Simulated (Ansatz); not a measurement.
# MgO (Fm-3m):Sn_Mg, thermodynamic levels from a 54-atom cell

Aim: at which Fermi levels does Sn_Mg in MgO (Fm-3m) change its charge? The model is a cell of 54 host atoms with 1 Mg taken out and 1 Sn put in.

Main program and level: Ansatz 0.2.0; place-levels on r2SCAN runs: charge-transition levels and formation energies with image-charge correction and potential alignment at the atomic sites; PAW set soft_1.

The experiments to compare with:

For MgO, rocksalt (bulk crystal), “Electronic structure of alkaline earth and post-transition metal oxides” (2009, arxiv:0908.1581) quotes earlier work: band gap (literature experimental gap) 7.83 eV [Literature value based on experiment; other listed experimental values range from 7.7 to …].

Report form: the programs' logs are mostly left out.

**1. The structure**

The cell holds 54 atoms: 26 Mg, 27 O and 1 Sn. Its edges and angles: a = 8.925 Å, b = 8.925 Å, c = 8.925 Å, α = 60.0°, β = 60.0°, γ = 60.0°. It derives from MgO (space group Fm-3m). Nearest the centre at fractional (0.667, 0.667, 0.333): Sn51 at 0.00 Å, O28 at 2.10 Å, O44 at 2.10 Å, O32 at 2.10 Å, O34 at 2.10 Å, O46 at 2.10 Å, O50 at 2.10 Å, Mg9 at 2.98 Å.

Known beforehand: the electronic dielectric constant, 3.24, and the static one, 10.37, from a response run on this crystal (DFPT, PBEsol) at that run's own cell.

The cell's shortest repeat is 8.9 Å.

**2. The runs of each charge state**

A transition level is the Fermi level at which two charge states cost the same, so each charge needs its own total energy, at its own relaxed structure.

Random displacements of about 0.05 Å break the site symmetry at the start, so that the relaxation can reach a distorted minimum if there is one. Forces are taken at one point at (¼, ¼, ¼). The cell holds 1 electron more than the neutral one, with a uniform background that keeps it neutral on the whole. The electron count is odd, so at least one spin is unpaired; this run locks the moment at 1 μB.

The sampling was tested on the host first: at the k-points planned (1x1x1 shifted 0.25 0.25 0.25) its energy lies 0.020 eV an atom from the dense-mesh value, under the bound of 0.02 eV set for this test; that bounds the host's error, not the defect's.

One state's input; the others differ in charge, spin, start and seed, and in occupations where the table says so.

qm1_M1.relax/input.yaml reads:

```yaml
crystal:
  lattice:
    - [0.0, 6.31124291, 6.31124291]
    - [6.31124291, 0.0, 6.31124291]
    - [6.31124291, 6.31124291, 0.0]
  atoms:
    - { symbol: Mg, position: [0.0, 0.0, 0.0] }
    - { symbol: O, position: [0.16666667, 0.16666667, 0.16666667] }
[... 6 atom lines left out ...]
    - { symbol: Mg, position: [0.0, 0.33333333, 0.33333333] }
[... 3 atom lines left out ...]
    - { symbol: Mg, position: [0.0, 0.66666667, 0.0] }
[... 1 atom line left out ...]
    - { symbol: Mg, position: [0.0, 0.66666667, 0.33333333] }
[... 5 atom lines left out ...]
    - { symbol: Mg, position: [0.33333333, 0.0, 0.33333333] }
[... 6 atom lines left out ...]
    - { symbol: O, position: [0.5, 0.5, 0.5] }
[... 1 atom line left out ...]
    - { symbol: O, position: [0.5, 0.5, 0.83333333] }
[... 1 atom line left out ...]
    - { symbol: O, position: [0.5, 0.83333333, 0.16666667] }
    - { symbol: Mg, position: [0.33333333, 0.66666667, 0.33333333] }
    - { symbol: O, position: [0.5, 0.83333333, 0.5] }
    - { symbol: Mg, position: [0.33333333, 0.66666667, 0.66666667] }
[... 1 atom line left out ...]
    - { symbol: Mg, position: [0.66666667, 0.0, 0.0] }
[... 1 atom line left out ...]
    - { symbol: Mg, position: [0.66666667, 0.0, 0.33333333] }
[... 4 atom lines left out ...]
    - { symbol: O, position: [0.83333333, 0.5, 0.16666667] }
    - { symbol: Mg, position: [0.66666667, 0.33333333, 0.33333333] }
    - { symbol: O, position: [0.83333333, 0.5, 0.5] }
    - { symbol: Mg, position: [0.66666667, 0.33333333, 0.66666667] }
[... 1 atom line left out ...]
    - { symbol: Mg, position: [0.66666667, 0.66666667, 0.0] }
    - { symbol: O, position: [0.83333333, 0.83333333, 0.16666667] }
    - { symbol: Sn, position: [0.66666667, 0.66666667, 0.33333333] }
[... 1 atom line left out ...]
    - { symbol: Mg, position: [0.66666667, 0.66666667, 0.66666667] }
    - { symbol: O, position: [0.83333333, 0.83333333, 0.83333333] }
  host:
    repeats: [3, 3, 3]
    atoms:
      - { symbol: Mg, position: [0.0, 0.0, 0.0] }
      - { symbol: O, position: [0.5, 0.5, 0.5] }
total_charge: -1
basis:
  ecutwfc: 500
  xc_grid: 2
hamiltonian:
  xc: r2scan
  pseudopotentials: { kind: paw, azcp: { folder: soft_1 } }
kpoints:
  mp_grid: { grid: [1, 1, 1], shift: [0.25, 0.25, 0.25] }
magnetization:
  spin_polarized: true
  initial_magnetization: 1
  spin_locking: { lock_magnetization: hard }
scf:
  occupations: { method: fixed }
  max_iter: 100
output:
  forces: true
  charged_corrections:
    epsilon: 3.24
    static_epsilon: 10.37
    defect_position: [0.666667, 0.666667, 0.333333]
relax:
  f_tol: 0.02
  max_steps: 80
  random_displacement: { amplitude: 0.05, seed: 3787 }
checkpoint:
  write: "../qm1_M1.relax.run"
  compress: false
  write_wavefunctions: true
  write_every: 100000
```

Command:

```console
$ ansatz run input.yaml --threads 4 --pin off --max-ram 7536MiB --backend cpu --events-out ev --progress --plain --runs-dir out
```

Defect states can disperse in a cell of this size, so the energy is taken again at a 2×2×2 shifted mesh, on the relaxed structure.

The run of this state that the levels use, under r2SCAN:

qm1_M1.point/input.yaml reads:

```yaml
crystal:
  checkpoint: "../qm1_M1.relax.run"
  host: checkpoint
total_charge: -1
basis:
  ecutwfc: 500
  xc_grid: 2
hamiltonian:
  xc: r2scan
  pseudopotentials: { kind: paw, azcp: { folder: soft_1 } }
kpoints:
  mp_grid: { grid: [2, 2, 2], shift: [0.5, 0.5, 0.5] }
magnetization:
  spin_polarized: true
  initial_magnetization: 1
  spin_locking: { lock_magnetization: hard }
scf:
  occupations: { method: fermi_dirac, width: 0.01 }
  max_iter: 100
output:
  forces: true
  eigenvalues: true
  charged_corrections:
    epsilon: 3.24
    static_epsilon: 10.37
    defect_position: [0.666667, 0.666667, 0.333333]
  eigenstates: { localisation: true }
  populations: true
  efg: {}
checkpoint:
  read: "../qm1_M1.relax.run"
  write: "../qm1_M1.point.run"
  compress: false
  write_wavefunctions: false
  write_every: 100000
```

Relaxations under r2SCAN at one point at (¼, ¼, ¼); times on 4 threads of Arm Neoverse V1, shared host:

```
charge  moment (μB)  occupations    outcome  steps  largest displacement against the far atoms (Å)     time
    −1            1        fixed  converged      9                                            0.26  4.9 min
     0            0        fixed  converged      6                                            0.17     79 s
    +1            1        fixed  converged      6                                            0.07    3 min
    +2            0        fixed  converged      6                                            0.07     80 s
```

Single points under r2SCAN at a 2×2×2 shifted mesh; times on 4 threads of Arm Neoverse V1, shared host:

```
charge  moment (μB)  occupations    outcome     time
    −1            1  fermi-dirac  converged  2.9 min
     0            0  fermi-dirac  converged     71 s
    +1            1  fermi-dirac  converged  2.7 min
    +2            0  fermi-dirac  converged     69 s
```

Distances (Å) from Sn51 to the nearest atoms after relaxation with r2SCAN:

```
charge  moment (μB)      1.      2.      3.      4.      5.      6.
    −1            1  O 2.34  O 2.34  O 2.34  O 2.34  O 2.34  O 2.34
     0            0  O 2.28  O 2.28  O 2.28  O 2.28  O 2.28  O 2.28
    +1            1  O 2.17  O 2.18  O 2.18  O 2.18  O 2.18  O 2.18
    +2            0  O 2.06  O 2.06  O 2.06  O 2.06  O 2.06  O 2.06
```

**3. Placing the levels, r2SCAN**

A charged cell interacts with its images and the background, and its potential has another zero than the host's. place-levels removes the first by a point-charge model, screened by the static dielectric constant since the ions have relaxed around the charge, and the second by comparing potentials at atoms far from the defect.

The host is a run of the defect-free crystal in the same cutoffs, grids and k-points, so that basis and sampling errors cancel in part in the differences. The host is run in a cell of 2 atoms on a matching mesh. Its band edges are searched through the zone by a band path, so the gap is smaller than, or equal to, that on the mesh. Chemical potentials are energies per atom of Mg (hcp) and Sn (alpha-Sn (diamond)), run with the same functional and cutoff.

levels.point.yaml reads:

```yaml
host:
  run: host.point.run
states: [qm1_M1.point.run, q0.point.run, qp1_M1.point.run, qp2.point.run]
geometry_from:
  qm1_M1.point.run: qm1_M1.relax.run
  q0.point.run: q0.relax.run
  qp1_M1.point.run: qp1_M1.relax.run
  qp2.point.run: qp2.relax.run
chemical_potentials:
  Mg:
    energy: -1926.407918
    dataset: "<sha256 of the dataset>"
  Sn:
    energy: -6038.703821
    dataset: <sha256 of the dataset>
epsilon: 3.24
static_epsilon: 10.37
vertical:
  - { from: qm1_M1.point.run, to: qm1_M1.point_neutral.run }
  - { from: qp1_M1.point.run, to: qp1_M1.point_neutral.run }
  - { from: qp2.point.run, to: qp2.point_neutral.run }
```

Command:

```console
$ ansatz place-levels levels.point.yaml -- --threads 4 --pin off --max-ram 7536MiB
```

The job ended after 0.46 s (4 threads of Arm Neoverse V1, shared host).

Levels between the charges placed, in eV above the valence top:

```
        gap (eV)  (+2/+1)  (+1/0)  (0/−1)
r2SCAN      5.68     3.82    3.72    6.18
```

Corrections by state:

```
charge  moment (μB)  image terms and alignment (eV)  band filling (eV)  ε used  over the lowest of its charge, as the program ranks them, band filling apart (eV)
    +2          0.0                           1.788                  -   10.37                                                                              0.000
    +1          1.0                           0.652                  -   10.37                                                                              0.000
     0          0.0                           0.000                  -       -                                                                              0.000
    −1          1.0                          -0.152             -0.383   10.37                                                                              0.000
```

The charged structures listed were also run neutral, and place-levels reads from each pair, by the potential or the spins, how wide the charge is by which they differ; that can be the carrier of either run.

```
charge  rms radius (Å)  spread where it is widest against the cell (Å)  wide from (Å)  reading
    +2             2.7                                            1.58           1.26     wide
    +1             2.2                                            1.26           1.26   narrow
    −1             1.7                                            0.99           1.26   narrow
```

The neutral runs of these pairs need not share the spin of the lowest neutral state, and very wide values only mean spread over the cell.

From the program's caveats on the states, each cut to its opening words:

- charge +2: it parts from the run at its places by a charge that spreads by about 1.6 Å along one vector (1.3 Å or more is wide), by its potential at epsilon 3.24, taken [...]
- charge +2, +1 (1 μB), 0, −1 (1 μB): its alignment with the host at atomic sites is doubtful: the cell is too small to show whether the defect's potential has decayed: take a larger one
- charge +1 (1 μB), −1 (1 μB): flagged: stability check not made
- charge −1 (1 μB): a band-filling correction moves a carrier to the host's band edge, which changes its energy by -0.383 eV

The host's formation energy from the elements is -2.963 eV per atom; it sets how far the chemical potentials can move.

Limit set by the element alone; other compounds of these elements are not counted. Chemical potentials from the elements' reference states: Mg 0.00 eV, O -5.93 eV, Sn 0.00 eV. Formation energies (Mg-rich), with the Fermi level at the valence top and at the conduction bottom (gap 5.68 eV):

```
charge  at valence top (eV)  at conduction bottom (eV)  correction included (eV)
    +2                -0.11                      11.25                      1.79
    +1                 3.72                       9.39                      0.65
     0                 7.43                       7.43                      0.00
    −1                13.61                       7.94                     -0.53
```

```tsv
Fermi level (eV)	lowest formation energy (eV)
0.00	-0.11
0.52	0.92
1.03	1.96
1.55	2.99
2.06	4.02
2.58	5.05
3.10	6.09
3.61	7.12
4.13	7.43
4.65	7.43
5.16	7.43
5.68	7.43
```

Limit set by the element alone; other compounds of these elements are not counted. Chemical potentials from the elements' reference states: O 0.00 eV, Mg -5.93 eV, Sn 0.00 eV. Formation energies (O-rich), with the Fermi level at the valence top and at the conduction bottom (gap 5.68 eV):

```
charge  at valence top (eV)  at conduction bottom (eV)  correction included (eV)
    +2                -6.03                       5.32                      1.79
    +1                -2.21                       3.47                      0.65
     0                 1.51                       1.51                      0.00
    −1                 7.69                       2.01                     -0.53
```

(Fermi level (eV), lowest formation energy (eV)): (0.00, -6.03), (0.52, -5.00), (1.03, -3.97), (1.55, -2.94), (2.06, -1.91), (2.58, -0.87), (3.10, 0.17), (3.61, 1.20), (4.13, 1.51), (4.65, 1.51), (5.16, 1.51), (5.68, 1.51)

**4. The same at the relaxations' own k-points**

The relaxations' own energies give the levels at their sampling, for comparison.

levels.relax_mesh.yaml reads:

```yaml
host:
  run: host.relax.run
states: [qm1_M1.relax.run, q0.relax.run, qp1_M1.relax.run, qp2.relax.run]
chemical_potentials:
  Mg:
    energy: -1926.407918
    dataset: "<sha256 of the dataset>"
  Sn:
    energy: -6038.703821
    dataset: <sha256 of the dataset>
```

Command:

```console
$ ansatz place-levels levels.relax_mesh.yaml -- --threads 4 --pin off --max-ram 7536MiB
```

Wall time 0.14 s (4 threads).

Levels between neighbouring charges, in eV above the valence top:

```
                        gap (eV)  (+2/+1)  (+1/0)  (0/−1)
one point at (¼, ¼, ¼)      5.66     3.68    3.60    6.26
  a 2×2×2 shifted mesh      5.68     3.82    3.72    6.18
```

Going from one point at (¼, ¼, ¼) to a 2×2×2 shifted mesh moves the levels that carry no band-filling term by up to 0.14 eV and formation energies against the elements by up to 0.14 eV; band-filling terms, which differ between samplings, are in these energies.

**5. What came out**

| Item | Value |
| --- | --- |
| gap of the host | 5.68 eV (r2SCAN) |
| level (plus 2/plus 1) | 3.82 eV above the valence top, not a change between lowest states |
| level (plus 1/0) | 3.72 eV above the valence top, not a change between lowest states |
| level (0/minus 1) | 6.18 eV above the valence top, past the conduction bottom (6.57 eV above the valence top without the band-filling term) |
| level (plus 2/0) | 3.77 eV above the valence top |
| lowest of the charges placed, just above the valence top (0.02 eV) | +2 |
| lowest of the charges placed, just below the conduction bottom (0.02 eV) | 0 |
| lowest formation energy at mid-gap of the charges run, Mg-rich | 5.57 eV |
| lowest formation energy at mid-gap of the charges run, O-rich | -0.35 eV |

What this shows: Of the charges placed (−1, 0, +1 and +2), the lowest changes at 3.77 eV (+2/0) above the valence top, in a gap of 5.68 eV. (+2/0) passes over charge +1, which lies 0.05 eV above the two there; a lower structure or spin state of it, if missed, would change that. Charges above +2 were not placed, so these runs say nothing of levels that involve them. States placed: +2 at 0 μB; +1 at 1 μB; 0 at 0 μB; −1 at 1 μB. Other spin states or structures, where not listed, weren't placed. The program finds carriers beyond a band edge of the host and adds a band-filling term at charge −1 (-0.38 eV); steps to such a charge show no bound level, and a defect level inside a band would be read the same way. Corrections reach 1.8 eV, so the cell is small for these charges and their levels are rough. Sn is taken at its element; compounds, which aren't counted here, bound the chemical potentials and would shift these formation energies. Going from one point at (¼, ¼, ¼) to a 2×2×2 shifted mesh moves the levels that carry no band-filling term by up to 0.14 eV and formation energies against the elements by up to 0.14 eV; band-filling terms, which differ between samplings, are in these energies. The program doubts the alignment of potentials for at least one state, a sign that the cell is small. Limits: the images are only 8.9 Å apart; r2SCAN makes the gap too small and tends to spread out bound carriers; where a gas molecule sets a chemical potential or the host's formation energy, its binding is uncorrected; spin–orbit coupling, which can matter with heavy atoms, is left out; force components of up to 0.24 eV/Å remain in a run at the final settings.

Comparison with the measured values:

| quantity | measured | r2SCAN |
| --- | --- | --- |
| band gap (least gap of the host) (eV) | 7.83 | 5.68 (-2.15 eV) |

Measured values from arxiv:0908.1581 (2009).

Verdict: The band gap is off by -2.15 eV: a clear miss. Local and semilocal functionals usually give gaps below the measured ones. Zero-point and thermal motion shift the measured gap.

[Logs are printed without paths, hosts, clocks, repeated set-up lines and the standing remarks that a program may print on its own settings, such as how far it seeks lower states.]

[Hosts, paths, dates, database ids (printed as entryN), source tags and the programs' standing remarks are cut or masked in the printed files.]

[Where a table of states has a column of steps, it counts the stored structures, which are thinned; the runs took as many ionic steps or more.]

[A defect's name tells the site on which it was built; relaxed atoms can leave that site.]

[For some hosts the program warned that the k-mesh of the response run may be too coarse for force constants and the static dielectric constant; such warnings are not shown here.]
